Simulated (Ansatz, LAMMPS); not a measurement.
# Relaxing amorphous Hg33S25Se8 (66 atoms), part 2 of 3

Aim: bring amorphous Hg33S25Se8 (66 atoms) to a nearby minimum of the energy and see what moves.

Ansatz 0.2.0; Kohn-Sham DFT, PBEsol, PAW (set soft_2), plane waves.

The cell: 33 Hg, 25 S and 8 Se. The quench rate of 1000 K/ps is many orders above laboratory rates. The network of bonds at the start is that of the classical potential that made the cell. The Brillouin zone is sampled at Γ only, in a cell whose shortest periodic width is 12 Å. Spin–orbit coupling is left out.

So far. Step 3 (Single point at the start): The r.m.s. force component of 0.38 eV/Å and the pressure of -3.3 GPa set the starting point.

**4. Relaxation**

The atoms are relaxed in the fixed cell, aiming at the force tolerance of the input.

File input.yaml:

```yaml
crystal:
  lattice:
    - [12.034, 0.0, 0.0]
    - [0.0, 12.034, 0.0]
    - [0.0, 0.0, 12.034]
  atoms:
    [... the 66 atom lines of step 3 ...]
kpoints:
  mp_grid: { grid: [1, 1, 1] }
hamiltonian:
  xc: pbesol
scf:
  occupations: { method: gaussian, width: 0.025 }
output:
  forces: true
relax:
  f_tol: 0.03
  max_steps: 96
```

Started as:

```bash
ansatz run input.yaml --threads 4 --pin off --max-ram 8192MiB --backend cpu --events-out ev --progress --plain --runs-dir out
```

Numbers of over 12 decimals in the logs are rounded to 6 here.

Log:

```text
[...]
Crystal: 66 atoms, lattice volume = 1742.730 Å³
Basis set: ecut = 420 eV, 34049 PW (Γ), exchange–correlation on 162×162×162 points (8 copies of the dense FFT grid, shifted against one another)
Bands: 563, of which v1, the nominal top of the filled ones, is band 469 counted from 1 (468 counted from 0)
Symmetry: 1 space group operations
[...]
k-points: 1
[...]
SCF iter   1: F=—  HF=-516546.131905 eV  |F-HF|=—  |Δ(HF+E_count)|=         —  Δρ=6.46e-3  dr2=2.43e0  ethr=1.77e-3  ⟨swp⟩=6.0  Hψ=1986  notcnv=0  defer=15
[...]
SCF iter  10: F=-516545.893822 eV  HF=-516545.893839 eV  |F-HF|=1.77e-5  |Δ(HF+E_count)|=   5.93e-6  Δρ=2.00e-5  dr2=2.03e-5  ethr=2.40e-9  ⟨swp⟩=3.0  Hψ=1498  notcnv=0
SCF 1 converged in 10 iterations: F = -516545.893822 eV  dr2 = 2.03e-5
[...]
relax step   1: F+E_penalty+E_count = -516545.89382180 eV  Δ(F+E_penalty+E_count) = +0.000e0 eV  max|allowed force component| = 1.327e0 eV/Å  Δτ_max = 0.0000 Å  (10 SCF iters, dr2 threshold 2.25e-5 eV, accepted)
[...]
relax step   2: F+E_penalty+E_count = -516548.63075699 eV  Δ(F+E_penalty+E_count) = -2.737e0 eV  max|allowed force component| = 8.440e-1 eV/Å  Δτ_max = 0.1903 Å  (9 SCF iters, dr2 threshold 1.00e-4 eV, accepted)
[...]
relax step   3: F+E_penalty+E_count = -516551.02877468 eV  Δ(F+E_penalty+E_count) = -2.398e0 eV  max|allowed force component| = 7.845e-1 eV/Å  Δτ_max = 0.1949 Å  (12 SCF iters, dr2 threshold 4.45e-5 eV, accepted)
relax step   4: F+E_penalty+E_count = -516552.96656297 eV  Δ(F+E_penalty+E_count) = -1.938e0 eV  max|allowed force component| = 8.155e-1 eV/Å  Δτ_max = 0.1944 Å  (8 SCF iters, dr2 threshold 1.00e-4 eV, accepted)
relax step   5: F+E_penalty+E_count = -516554.22204727 eV  Δ(F+E_penalty+E_count) = -1.255e0 eV  max|allowed force component| = 8.228e-1 eV/Å  Δτ_max = 0.1961 Å  (8 SCF iters, dr2 threshold 1.00e-4 eV, accepted)
relax step   6: F+E_penalty+E_count = -516555.28129133 eV  Δ(F+E_penalty+E_count) = -1.059e0 eV  max|allowed force component| = 8.816e-1 eV/Å  Δτ_max = 0.1960 Å  (8 SCF iters, dr2 threshold 1.00e-4 eV, accepted)
relax step   7: F+E_penalty+E_count = -516556.31201643 eV  Δ(F+E_penalty+E_count) = -1.031e0 eV  max|allowed force component| = 6.128e-1 eV/Å  Δτ_max = 0.1955 Å  (8 SCF iters, dr2 threshold 1.00e-4 eV, accepted)
relax step   8: F+E_penalty+E_count = -516557.52660251 eV  Δ(F+E_penalty+E_count) = -1.215e0 eV  max|allowed force component| = 8.200e-1 eV/Å  Δτ_max = 0.1951 Å  (7 SCF iters, dr2 threshold 1.00e-4 eV, accepted)
relax step   9: F+E_penalty+E_count = -516558.10716454 eV  Δ(F+E_penalty+E_count) = -5.806e-1 eV  max|allowed force component| = 3.052e0 eV/Å  Δτ_max = 0.1950 Å  (6 SCF iters, dr2 threshold 1.00e-4 eV, accepted)
relax step  10: F+E_penalty+E_count = -516558.92092602 eV  Δ(F+E_penalty+E_count) = -8.138e-1 eV  max|allowed force component| = 1.936e0 eV/Å  Δτ_max = 0.2000 Å  (6 SCF iters, dr2 threshold 1.00e-4 eV, accepted)
relax step  11: F+E_penalty+E_count = -516559.48401545 eV  Δ(F+E_penalty+E_count) = -5.631e-1 eV  max|allowed force component| = 3.486e-1 eV/Å  Δτ_max = 0.1903 Å  (6 SCF iters, dr2 threshold 1.00e-4 eV, accepted)
relax step  12: F+E_penalty+E_count = -516559.82721254 eV  Δ(F+E_penalty+E_count) = -3.432e-1 eV  max|allowed force component| = 2.735e-1 eV/Å  Δτ_max = 0.2000 Å  (7 SCF iters, dr2 threshold 7.59e-6 eV, accepted)
relax step  13: F+E_penalty+E_count = -516560.13235068 eV  Δ(F+E_penalty+E_count) = -3.051e-1 eV  max|allowed force component| = 1.868e-1 eV/Å  Δτ_max = 0.1944 Å  (7 SCF iters, dr2 threshold 4.67e-6 eV, accepted)
relax step  14: F+E_penalty+E_count = -516560.38008563 eV  Δ(F+E_penalty+E_count) = -2.477e-1 eV  max|allowed force component| = 1.458e-1 eV/Å  Δτ_max = 0.1904 Å  (6 SCF iters, dr2 threshold 1.63e-5 eV, accepted)
relax step  15: F+E_penalty+E_count = -516560.64076586 eV  Δ(F+E_penalty+E_count) = -2.607e-1 eV  max|allowed force component| = 1.731e-1 eV/Å  Δτ_max = 0.1952 Å  (7 SCF iters, dr2 threshold 9.91e-6 eV, accepted)
relax step  16: F+E_penalty+E_count = -516560.89545940 eV  Δ(F+E_penalty+E_count) = -2.547e-1 eV  max|allowed force component| = 3.213e-1 eV/Å  Δτ_max = 0.1951 Å  (6 SCF iters, dr2 threshold 1.83e-5 eV, accepted)
relax step  17: F+E_penalty+E_count = -516561.16165393 eV  Δ(F+E_penalty+E_count) = -2.662e-1 eV  max|allowed force component| = 3.479e-1 eV/Å  Δτ_max = 0.1949 Å  (5 SCF iters, dr2 threshold 1.00e-4 eV, accepted)
relax step  18: F+E_penalty+E_count = -516561.41721710 eV  Δ(F+E_penalty+E_count) = -2.556e-1 eV  max|allowed force component| = 2.229e-1 eV/Å  Δτ_max = 0.1946 Å  (5 SCF iters, dr2 threshold 1.00e-4 eV, accepted)
relax step  19: F+E_penalty+E_count = -516561.62750421 eV  Δ(F+E_penalty+E_count) = -2.103e-1 eV  max|allowed force component| = 1.782e-1 eV/Å  Δτ_max = 0.1938 Å  (6 SCF iters, dr2 threshold 2.04e-5 eV, accepted)
relax step  20: F+E_penalty+E_count = -516561.84133356 eV  Δ(F+E_penalty+E_count) = -2.138e-1 eV  max|allowed force component| = 1.496e-1 eV/Å  Δτ_max = 0.2000 Å  (7 SCF iters, dr2 threshold 1.30e-5 eV, accepted)
relax step  21: F+E_penalty+E_count = -516562.05648190 eV  Δ(F+E_penalty+E_count) = -2.151e-1 eV  max|allowed force component| = 1.368e-1 eV/Å  Δτ_max = 0.1950 Å  (7 SCF iters, dr2 threshold 1.43e-5 eV, accepted)
relax step  22: F+E_penalty+E_count = -516562.21694245 eV  Δ(F+E_penalty+E_count) = -1.605e-1 eV  max|allowed force component| = 2.502e-1 eV/Å  Δτ_max = 0.1945 Å  (7 SCF iters, dr2 threshold 1.32e-5 eV, accepted)
relax step  23: F+E_penalty+E_count = -516562.34902042 eV  Δ(F+E_penalty+E_count) = -1.321e-1 eV  max|allowed force component| = 2.969e-1 eV/Å  Δτ_max = 0.1974 Å  (6 SCF iters, dr2 threshold 5.24e-5 eV, accepted)
relax step  24: F+E_penalty+E_count = -516562.44222334 eV  Δ(F+E_penalty+E_count) = -9.320e-2 eV  max|allowed force component| = 1.782e-1 eV/Å  Δτ_max = 0.1911 Å  (6 SCF iters, dr2 threshold 8.82e-5 eV, accepted)
[...]
relax step  32: F+E_penalty+E_count = -516562.83375312 eV  Δ(F+E_penalty+E_count) = +1.279e-2 eV  max|allowed force component| = 2.070e-1 eV/Å  Δτ_max = 0.2000 Å  (8 SCF iters, dr2 threshold 1.07e-6 eV, rejected (line search))
relax step  33: F+E_penalty+E_count = -516562.87142107 eV  Δ(F+E_penalty+E_count) = -2.488e-2 eV  max|allowed force component| = 4.150e-2 eV/Å  Δτ_max = 0.0964 Å  (9 SCF iters, accepted)
relax step  34: F+E_penalty+E_count = -516562.88668943 eV  Δ(F+E_penalty+E_count) = -1.527e-2 eV  max|allowed force component| = 7.492e-2 eV/Å  Δτ_max = 0.0975 Å  (9 SCF iters, accepted)
[...]
relax step  43: F+E_penalty+E_count = -516563.16786895 eV  Δ(F+E_penalty+E_count) = +5.597e-2 eV  max|allowed force component| = 3.811e-1 eV/Å  Δτ_max = 0.1988 Å  (6 SCF iters, dr2 threshold 8.18e-5 eV, rejected (line search))
relax step  44: F+E_penalty+E_count = -516563.30650062 eV  Δ(F+E_penalty+E_count) = -8.266e-2 eV  max|allowed force component| = 1.505e-1 eV/Å  Δτ_max = 0.0948 Å  (10 SCF iters, accepted)
[...]
relax step  50: F+E_penalty+E_count = -516563.60601866 eV  Δ(F+E_penalty+E_count) = -4.047e-2 eV  max|allowed force component| = 1.826e-1 eV/Å  Δτ_max = 0.1503 Å  (6 SCF iters, dr2 threshold 1.20e-5 eV, accepted)
relax step  51: F+E_penalty+E_count = -516563.64183458 eV  Δ(F+E_penalty+E_count) = -3.582e-2 eV  max|allowed force component| = 2.373e-1 eV/Å  Δτ_max = 0.1396 Å  (6 SCF iters, dr2 threshold 3.33e-5 eV, accepted)
relax step  52: F+E_penalty+E_count = -516563.66907144 eV  Δ(F+E_penalty+E_count) = -2.724e-2 eV  max|allowed force component| = 2.758e-1 eV/Å  Δτ_max = 0.1236 Å  (5 SCF iters, dr2 threshold 5.63e-5 eV, accepted)
relax step  53: F+E_penalty+E_count = -516563.68510355 eV  Δ(F+E_penalty+E_count) = -1.603e-2 eV  max|allowed force component| = 2.639e-1 eV/Å  Δτ_max = 0.0700 Å  (4 SCF iters, dr2 threshold 7.61e-5 eV, accepted)
relax step  54: F+E_penalty+E_count = -516563.70694934 eV  Δ(F+E_penalty+E_count) = -2.185e-2 eV  max|allowed force component| = 2.062e-1 eV/Å  Δτ_max = 0.1589 Å  (5 SCF iters, dr2 threshold 6.38e-5 eV, accepted)
relax step  55: F+E_penalty+E_count = -516563.72378374 eV  Δ(F+E_penalty+E_count) = -1.683e-2 eV  max|allowed force component| = 1.361e-1 eV/Å  Δτ_max = 0.1913 Å  (6 SCF iters, dr2 threshold 2.59e-5 eV, accepted)
relax step  56: F+E_penalty+E_count = -516563.73251644 eV  Δ(F+E_penalty+E_count) = -8.733e-3 eV  max|allowed force component| = 9.073e-2 eV/Å  Δτ_max = 0.1615 Å  (6 SCF iters, dr2 threshold 8.08e-6 eV, accepted)
relax step  57: F+E_penalty+E_count = -516563.73870680 eV  Δ(F+E_penalty+E_count) = -6.190e-3 eV  max|allowed force component| = 1.026e-1 eV/Å  Δτ_max = 0.0593 Å  (6 SCF iters, dr2 threshold 3.59e-6 eV, accepted)
relax step  58: F+E_penalty+E_count = -516563.62733201 eV  Δ(F+E_penalty+E_count) = +1.114e-1 eV  max|allowed force component| = 2.665e-1 eV/Å  Δτ_max = 0.2000 Å  (8 SCF iters, dr2 threshold 4.68e-6 eV, rejected (line search))
relax step  59: F+E_penalty+E_count = -516563.74290953 eV  Δ(F+E_penalty+E_count) = -4.203e-3 eV  max|allowed force component| = 2.989e-2 eV/Å  Δτ_max = 0.0395 Å  (10 SCF iters, accepted)
[...]
relax step  60: F+E_penalty+E_count = -516563.74407596 eV  Δ(F+E_penalty+E_count) = -1.166e-3 eV  max|allowed force component| = 1.871e-2 eV/Å  Δτ_max = 0.0307 Å  (7 SCF iters, accepted)
SCF converged after 7 iterations
Free energy (F): -516563.744076 eV
[...]
Internal energy: -516563.744076 eV  (E = F + TS)
E sigma→0 (E₀):  -516563.744076 eV
Fermi energy:    8.569171 eV
[...]
--- Forces (eV/Å), atoms counted from 1 ---
  atom   1  Hg     0.00148492     0.00026581    -0.00290188
  atom   2  Hg     0.00165693    -0.00186426    -0.00310498
  atom   3  Hg     0.00451715     0.00950052    -0.00110047
  atom   4  Hg    -0.01160828    -0.00236858     0.00191248
  atom   5  Hg     0.01804729    -0.01367426    -0.00001065
  atom   6  Hg    -0.00030142     0.00113026     0.00330458
  atom   7  Hg    -0.01180302     0.00825633     0.00774610
  atom   8  Hg    -0.00214234    -0.00148568     0.00161200
  atom   9  Hg    -0.00271436    -0.00148380     0.00212765
  atom  10  Hg     0.00444263    -0.00100907    -0.00178782
  atom  11  Hg    -0.00825447    -0.00070665     0.00326805
  atom  12  Hg    -0.00591193    -0.00072144     0.00024363
  atom  13  Hg    -0.00346279     0.00323096     0.00174187
  atom  14  Hg    -0.00622308     0.00518732    -0.00149459
[...]
atom  65  Se     0.00222854    -0.00430310    -0.00066220
  atom  66  Se    -0.00802719     0.00350452     0.00160041
  max |Σ_I F_I| component: 1.22e-5 eV/Å
--- Relaxed structure (60 steps of the walk, 57 accepted, 0 SCFs on fresh bases) ---
  F+E_penalty+E_count = -516563.74407596 eV   max|allowed force component| = 1.871e-2 eV/Å
  atoms:
    - { symbol: Hg, position: [0.720712, 0.376442, 0.975352] }
    - { symbol: Hg, position: [0.248206, 0.210058, 0.696043] }
    - { symbol: Hg, position: [0.066673, 0.702071, 0.595212] }
    - { symbol: Hg, position: [0.276318, 0.503213, 0.079979] }
[...]
- { symbol: Se, position: [0.461387, 0.835695, 0.496626] }
```

Run time: 19 min. Hardware: 4 threads of Arm Neoverse V2, shared host; peak memory 2.7 GiB; 74 min of CPU time.

Relaxation path (22 of 60):

```
step  energy less that of the first step (eV)  largest force component (eV/Å)
   1                                   0.0000                          1.3274
   4                                  -7.0727                          0.8155
   7                                 -10.4182                          0.6128
   9                                 -12.2133                          3.0515
  12                                 -13.9334                          0.2735
  15                                 -14.7469                          0.1731
  18                                 -15.5234                          0.2229
  21                                 -16.1627                          0.1368
  23                                 -16.4552                          0.2969
  26                                 -16.7233                          0.3914
  29                                 -16.9083                          0.0974
  32                                 -16.9399                          0.2070
  35                                 -17.0090                          0.1467
  38                                 -17.0840                          0.1980
  40                                 -17.2227                          0.1047
  43                                 -17.2740                          0.3811
  46                                 -17.5310                          0.1721
  49                                 -17.6717                          0.1658
  52                                 -17.7752                          0.2758
  54                                 -17.8131                          0.2062
  57                                 -17.8449                          0.1026
  60                                 -17.8503                          0.0187
```

Relaxation steps 32, 43, 58 were tried and not accepted.

The atoms that moved most (Å):

```
atom      dx      dy      dz  length
 Hg1   0.234   0.404   2.892   2.929
Hg15   0.379  -2.150   0.811   2.329
Hg26   0.060   1.176  -1.594   1.982
Hg11  -0.584   0.867   1.647   1.951
 S40   0.559  -1.725   0.412   1.859
Hg10   1.240  -0.061  -1.333   1.821
 S36  -0.958   0.778  -1.224   1.738
Hg19  -1.546  -0.089  -0.554   1.645
```

The relaxation changed the energy by -270 meV/atom, and atoms moved by 1.1 Å r.m.s., 2.9 Å at most.

**5. Structure statistics after relaxation**

Density 7.67 g/cm³, 26.41 Å³ an atom.

g(r), total and by pair (bins of 0.2 Å):

```
r (Å)  total  Hg-Hg  Hg-S  Hg-Se   S-S  S-Se  Se-Se
 2.00   0.22   0.00  0.00   0.00  1.54  0.00   0.00
 2.20   0.00   0.00  0.00   0.00  0.00  0.00   0.00
 2.40   2.37   0.00  5.54   2.16  0.00  0.00   0.00
 2.60   1.08   0.37  1.37   3.88  0.00  0.00   0.00
 2.80   1.11   0.17  1.85   3.06  0.00  0.00   0.00
 3.00   0.64   0.15  1.21   0.88  0.23  0.00   0.00
 3.20   0.77   0.74  1.06   0.79  0.64  0.00   0.00
 3.40   0.63   0.76  0.58   0.45  0.38  0.58   3.92
 3.60   1.37   2.26  0.78   0.61  2.23  1.30   0.00
 3.80   1.45   2.21  0.70   1.45  1.67  2.14   1.52
 4.00   1.47   1.58  1.00   0.99  2.35  2.60   0.00
 4.20   0.97   1.67  0.66   0.14  1.12  0.79   3.70
 4.40   1.00   0.72  0.99   0.69  1.03  1.79   3.35
 4.60   1.08   1.02  0.95   1.00  1.77  0.65   2.02
 4.80   1.03   0.93  0.72   0.68  1.46  1.94   3.76
 5.00   0.60   0.82  0.47   0.52  0.53  0.84   0.00
 5.20   0.92   0.61  1.09   1.36  0.99  0.50   0.00
 5.40   0.88   0.65  1.07   1.07  0.68  0.71   1.53
 5.60   0.95   0.77  1.23   1.09  0.78  0.45   0.00
 5.80   1.00   1.21  1.23   1.02  0.60  0.20   0.00
```

(Continued in part 3 of 3.)

[Logs are printed without paths, hosts, clocks, repeated set-up lines and the standing remarks that a program may print on its own settings, such as how far it seeks lower states.]

[Hosts, paths, dates, database ids (printed as entryN), source tags and the programs' standing remarks are cut or masked in the printed files.]
